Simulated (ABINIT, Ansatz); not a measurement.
# A GW chain in ABINIT: Sr2NbGaO6 (Fm-3m), part 2 of 2

Wanted: ground state, empty states, screening and self-energy for Sr2NbGaO6 (Fm-3m).

ABINIT 10.8.3; PBEsol and many-body steps on it, plane waves. Known limits of the many-body steps: not at the basis limit; exchange with frozen shells missing; no spin-orbit coupling; coarse k mesh.

So far. Step 2 (Ground state): The gap is direct, at Γ. Step 3 (Empty states on the mesh, 2×2×2 mesh, 273 bands): On this mesh the gap is 3.158 eV.

### Step 4. Screening, 2×2×2 mesh, 249 bands, screening to 176.9 eV

The RPA dielectric matrix is built and inverted for each q.

This step: RPA screening on PBEsol, plane waves, norm-conserving pseudopotentials.

Contents of run.abi:

```
acell 3*1.0 Angstrom
rprim 
  0.000000000000 4.000204000000 4.000204000000
  4.000204000000 0.000000000000 4.000204000000
  4.000204000000 4.000204000000 0.000000000000
ntypat 4
znucl 38 41 31 8
natom 10
typat 1 1 2 3 4 4 4 4 4 4
xred 
  0.250000000000 0.250000000000 0.250000000000
  0.750000000000 0.750000000000 0.750000000000
  0.000000000000 0.000000000000 0.000000000000
  0.500000000000 0.500000000000 0.500000000000
  0.749216000000 0.250784000000 0.250784000000
  0.250784000000 0.749216000000 0.749216000000
  0.250784000000 0.250784000000 0.749216000000
  0.749216000000 0.749216000000 0.250784000000
  0.250784000000 0.749216000000 0.250784000000
  0.749216000000 0.250784000000 0.749216000000
pp_dirpath "pseudos"
pseudos "Sr.upf, Nb.upf, Ga.upf, O.upf"
ecut 37
ngkpt 2 2 2
nshiftk 1
shiftk 0 0 0
kptopt 1
chksymbreak 0
istwfk *1
occopt 1
irdwfk 1
optdriver 3
nband 249
ecuteps 6.5
inclvkb 2
awtr 1
symchi 1
indata_prefix "in"
outdata_prefix "out"
tmpdata_prefix "tmp"
```

Launch:

```sh
> OMP_NUM_THREADS=1 mpirun -n 4 abinit run.abi > log
```

Numbers of over 12 decimals in the logs are rounded to 6 here.

Log:

```text
.Version 10.8.3 of ABINIT. v10.8.2 released Aug 2026.

 Symmetries : space group Fm -3 m (#225); Bravais cF (face-center cubic)
[... echo of the input left out ...]
== DATASET  1 ==================================================================
-   mpi_nproc: 4, omp_nthreads: 1 (-1 if OMP is not activated)

--- !DatasetInfo
iteration_state: {dtset: 1, }
dimensions: {natom: 10, nkpt: 3, mband: 249, nsppol: 1, nspinor: 1, nspden: 1, mpw: 9377, }
cutoff_energies: {ecut:  37.0, pawecutdg:  -1.0, }
electrons: {nelect:   8.20000000E+01, charge:   0.00000000E+00, occopt:   1.00000000E+00, tsmear:   1.00000000E-02, }

 SCREENING: Calculation of the susceptibility and dielectric matrices

 Based on a program developped by R.W. Godby, V. Olevano, G. Onida, and L. Reining.
 Incorporated in ABINIT by V. Olevano, G.-M. Rignanese, and M. Torrent.
.Using double precision arithmetic ; gwpc =  8

[... cell and pseudopotentials left out ...]
--------------------------------------------------------------------------------

 ==== K-mesh for the wavefunctions ====
 Number of points in the irreducible wedge :     3
[... list of points left out ...]
 Together with 48 symmetry operations and time-reversal symmetry
 yields     8 points in the full Brillouin Zone.

 ==== Q-mesh for the screening function ====
 Number of points in the irreducible wedge :     3
[... list of points left out ...]
 Together with 48 symmetry operations and time-reversal symmetry
 yields     8 points in the full Brillouin Zone.

 setmesh: FFT mesh size selected  =    45x   45x   45
          total number of points  =        91125

 vcoul_init : cutoff-mode = AUXILIARY_FUNCTION
 q-points for optical limit:   1
     1)      0.000010    0.000020    0.000030

- screening: taking advantage of time-reversal symmetry
- Maximum band index for partially occupied states nbvw = 41
- Remaining bands to be divided among processors   nbcw = 208
- Number of bands treated by each node ~52

 Number of electrons calculated from density =   82.0000; Expected =   82.0000
 average of density, n =  0.094916
 r_s =    1.3600
 omega_plasma =   29.7184 [eV]

 calculating chi0 at frequencies [eV] :
  1    0.000000E+00    0.000000E+00
  2    0.000000E+00    2.971844E+01

--------------------------------------------------------------------------------
  q-point number  1        q = ( 0.000000, 0.000000, 0.000000) [r.l.u.]
--------------------------------------------------------------------------------
[... chi0 elements left out ...]
 For q-point:  0.000010 0.000020 0.000030
  dielectric constant =   5.4581
  dielectric constant without local fields =   6.1292

  Average fulfillment of the sum rule on Im[epsilon] for q-point    1 :     65.37  [%]
[... wings left out ...]
  q-point number  2        q = ( 0.500000, 0.000000, 0.000000) [r.l.u.]
--------------------------------------------------------------------------------
[... chi0 elements left out ...]
  Average fulfillment of the sum rule on Im[epsilon] for q-point    2 :     70.06  [%]

 [... 1 further q-points ...]
```

Elapsed: 2.2 min, on 4 MPI ranks of Intel Xeon 6975P-C (Granite Rapids), shared host; peak memory 2.6 GiB.

Numbers from this step:

* ε∞ with local fields, on this mesh, along the program's q direction: 5.458
* the same without local fields: 6.129
* plasma frequency: 29.72 eV
* plane waves in the screening matrix: 701

Local fields lower ε∞ by 11 %. On a Γ-centred mesh this coarse the value itself is usually too large, while a short band sum pulls it down.

### Step 5. Self-energy, 2×2×2 mesh, 249 bands, screening to 176.9 eV

The self-energy is evaluated for the states that the input lists, and the levels follow from it, in one-shot runs by the linearised quasiparticle equation.

This step: G0W0 on PBEsol, plane waves, norm-conserving pseudopotentials.

run.abi, as its differences from that of step 4:

```diff
@@ -31,8 +31,15 @@
 irdwfk 1
-optdriver 3
+optdriver 4
 nband 249
+gwcalctyp 0
+ecutsigx 37
+symsigma 1
+nkptgw 1
+kptgw 
+  0.0000000000 0.0000000000 0.0000000000
+bdgw 
+  39 44
 ecuteps 6.5
-inclvkb 2
-awtr 1
-symchi 1
+irdscr 1
+ppmodel 1
 indata_prefix "in"
```

Log:

```text
.Version 10.8.3 of ABINIT. v10.8.2 released Aug 2026.

 Symmetries : space group Fm -3 m (#225); Bravais cF (face-center cubic)
[... echo of the input left out ...]
== DATASET  1 ==================================================================
-   mpi_nproc: 4, omp_nthreads: 1 (-1 if OMP is not activated)

--- !DatasetInfo
iteration_state: {dtset: 1, }
dimensions: {natom: 10, nkpt: 3, mband: 249, nsppol: 1, nspinor: 1, nspden: 1, mpw: 9377, }
cutoff_energies: {ecut:  37.0, pawecutdg:  -1.0, }
electrons: {nelect:   8.20000000E+01, charge:   0.00000000E+00, occopt:   1.00000000E+00, tsmear:   1.00000000E-02, }

 SIGMA: Calculation of the GW corrections

 Based on a program developped by R.W. Godby, V. Olevano, G. Onida, and L. Reining.
 Incorporated in ABINIT by V. Olevano, G.-M. Rignanese, and M. Torrent.
.Using double precision arithmetic ; gwpc =  8

[... cell and pseudopotentials left out ...]
--------------------------------------------------------------------------------

 ==== K-mesh for the wavefunctions ====
 Number of points in the irreducible wedge :     3
[... list of points left out ...]
 Together with 48 symmetry operations and time-reversal symmetry
 yields     8 points in the full Brillouin Zone.

 ==== Q-mesh for screening function ====
 Number of points in the irreducible wedge :     3
[... list of points left out ...]
 Together with 48 symmetry operations and time-reversal symmetry
 yields     8 points in the full Brillouin Zone.

 vcoul_init : cutoff-mode = AUXILIARY_FUNCTION
 q-points for optical limit:   1
     1)      0.000010    0.000020    0.000030
 setmesh: FFT mesh size selected  =    60x   60x   60
          total number of points  =       216000

 Number of electrons calculated from density =   82.0000; Expected =   82.0000
 average of density, n =  0.094916
 r_s =    1.3600
 omega_plasma =   29.7184 [eV]

 === KS Band Gaps ===
  >>>> For spin  1
   Minimum direct gap =   3.1575 [eV], located at k-point      :   0.0000  0.0000  0.0000
   Fundamental gap    =   3.1575 [eV], Top of valence bands at :   0.0000  0.0000  0.0000
                                       Bottom of conduction at :   0.0000  0.0000  0.0000
 SIGMA fundamental parameters:
 PLASMON POLE MODEL  1
 number of plane-waves for SigmaX                 9377
 number of plane-waves for SigmaC and W            701
 number of plane-waves for wavefunctions          9377
 number of bands                                   249
 number of independent spin polarizations            1
 number of spinorial components                      1
 number of k-points in IBZ                           3
 number of q-points in IBZ                           3
 number of symmetry operations                      48
 number of k-points in BZ                            8
 number of q-points in BZ                            8
 number of frequencies for dSigma/dE                 9
 frequency step for dSigma/dE [eV]                0.25
 number of omega for Sigma on real axis              0
 max omega for Sigma on real axis  [eV]           0.00
 zcut for avoiding poles [eV]                     0.10

 EPSILON^-1 parameters (SCR file):
 dimension of the eps^-1 matrix on file            701
 dimension of the eps^-1 matrix used               701
 number of plane-waves for wavefunctions          9377
 number of bands                                   249
 number of q-points in IBZ                           3
 number of frequencies                               2
 number of real frequencies                          1
 number of imag frequencies                          1

 matrix elements of self-energy operator (all in [eV])

 Perturbative Calculation

--- !SelfEnergy_ee
iteration_state: {dtset: 1, }
kpoint     : [   0.000,    0.000,    0.000, ]
spin       : 1
KS_gap     :    3.158
QP_gap     :    4.762
Delta_QP_KS:    1.605
data: !SigmaeeData |
     Band     E0 <VxcDFT>   SigX SigC(E0)      Z dSigC/dE  Sig(E)    E-E0       E
       39   6.272 -19.836 -24.633   4.721   0.779  -0.284 -19.895  -0.060   6.212
       40   6.272 -19.836 -24.633   4.721   0.779  -0.284 -19.895  -0.060   6.212
       41   6.272 -19.836 -24.633   4.721   0.779  -0.284 -19.895  -0.060   6.212
       42   9.429 -16.642 -10.798  -3.945   0.814  -0.229 -15.097   1.545  10.975
       43   9.429 -16.642 -10.798  -3.945   0.814  -0.229 -15.097   1.545  10.975
       44   9.429 -16.642 -10.798  -3.945   0.814  -0.229 -15.097   1.545  10.975

== END DATASET(S) ==============================================================
================================================================================

 -outvars: echo values of variables after computation  --------
           etotal      0.0000000000E+00
            nband         249
             nkpt           3
          spgroup         225
 [... the other variables as echoed above ...]

 Calculation completed.
```

Elapsed: 35 s, on 4 MPI ranks; peak memory 2.2 GiB.

This step gave:

* G0W0 gap on the points computed: 4.763 eV
* starting gap on the mesh: 3.158 eV
* k of the valence top: 0, 0, 0
* k of the conduction bottom: 0, 0, 0
* Z at the valence top: 0.779
* Z at the conduction bottom: 0.814
* least direct G0W0 gap on the computed points: 4.763 eV

The gap on the mesh goes from 3.16 eV to 4.76 eV, a correction of +1.61 eV.

Limits: finite bands, cutoff and mesh; exchange with frozen shells missing; no spin-orbit coupling; coarse k mesh. v1 is the top filled band, c1 the lowest empty one. Levels before and after the correction, in eV, zero at the valence-band top of each column:

```tsv
	conduction bottom	valence top
Kohn-Sham	3.16	0.00
G0W0	4.76	0.00
```

```tsv
	level	energy (eV)
Kohn-Sham	Γ v3-v1	0.000
Kohn-Sham	Γ c1-c3	3.158
G0W0	Γ v3-v1	0.000
G0W0	Γ c1-c3	4.763
```

### Step 6. Where the time went

Times are wall times on 4 MPI ranks of Intel Xeon 6975P-C (Granite Rapids), shared host, good to a factor of about two.

```tsv
step	time	share	memory (GiB)
ground state	57 s	15 %	0.53
empty states on the mesh	2.4 min	39 %	0.52
screening	2.2 min	36 %	2.6
self-energy	35 s	9 %	2.2
```

### Step 7. What came out

- PBEsol gap: 3.16 eV, direct
- G0W0 gap on the mesh: 4.76 eV
- GW settings: 2×2×2 mesh, 249 bands, screening to 176.9 eV, Godby-Needs plasmon pole
- known limits: not at the basis limit; exchange with frozen shells missing; no spin-orbit coupling; coarse k mesh

**Reading.** G0W0 moves the gap on the mesh from 3.16 eV to 4.76 eV (+1.61 eV), with Z of 0.78 and 0.81 at the edges. Local fields lower the RPA ε∞ on this mesh from 6.13 to 5.46; a Γ-centred mesh this coarse tends to raise both, most where the direct gap is narrow, while a short band sum lowers them. Only 1 of the mesh's irreducible points was corrected, so a valley elsewhere could overtake. Bands and cutoff are finite, so the gap is not at the basis limit. The miss can reach some tenths of an eV and take either sign; the mesh is an error of its own. In the G0W0 run levels were corrected at 1 k point alone, so a gap called «on the mesh» is the least over those, and an edge elsewhere would be missed. The 2×2×2 mesh is coarse for this cell, which bears on the long-range parts of exchange and screening. The norm-conserving file of at least one element keeps a d shell over frozen s and p shells of the same row. Exchange with those shells is missing from the self-energy, an error of 0.3 to 0.9 eV in cases checked, whose sign depends on which edge lies on those atoms. The many-body steps are scalar-relativistic: spin-orbit coupling is not in them.

[Paths, hosts, dates, memory and timing lines, banners, echoed tables and standing remarks are left out of the program output.]

[Logs are printed without paths, hosts, clocks, repeated set-up lines and the standing remarks that a program may print on its own settings, such as how far it seeks lower states.]

[Runs of the session that timed out or met a known fault of the program may be left out.]

[Hosts, paths, dates, database ids (printed as entryN), source tags and the programs' standing remarks are cut or masked in the printed files.]

[G0W0 gaps are taken among the corrected bands and points alone; a level outside them can change the order at an edge.]

[Where Ansatz stands beside ABINIT at settings called matched, ABINIT's density can come from a denser mesh and the files from another edition; pairs whose starting gaps differed by over 0.03 eV were left out, so agreement reads better than it is.]
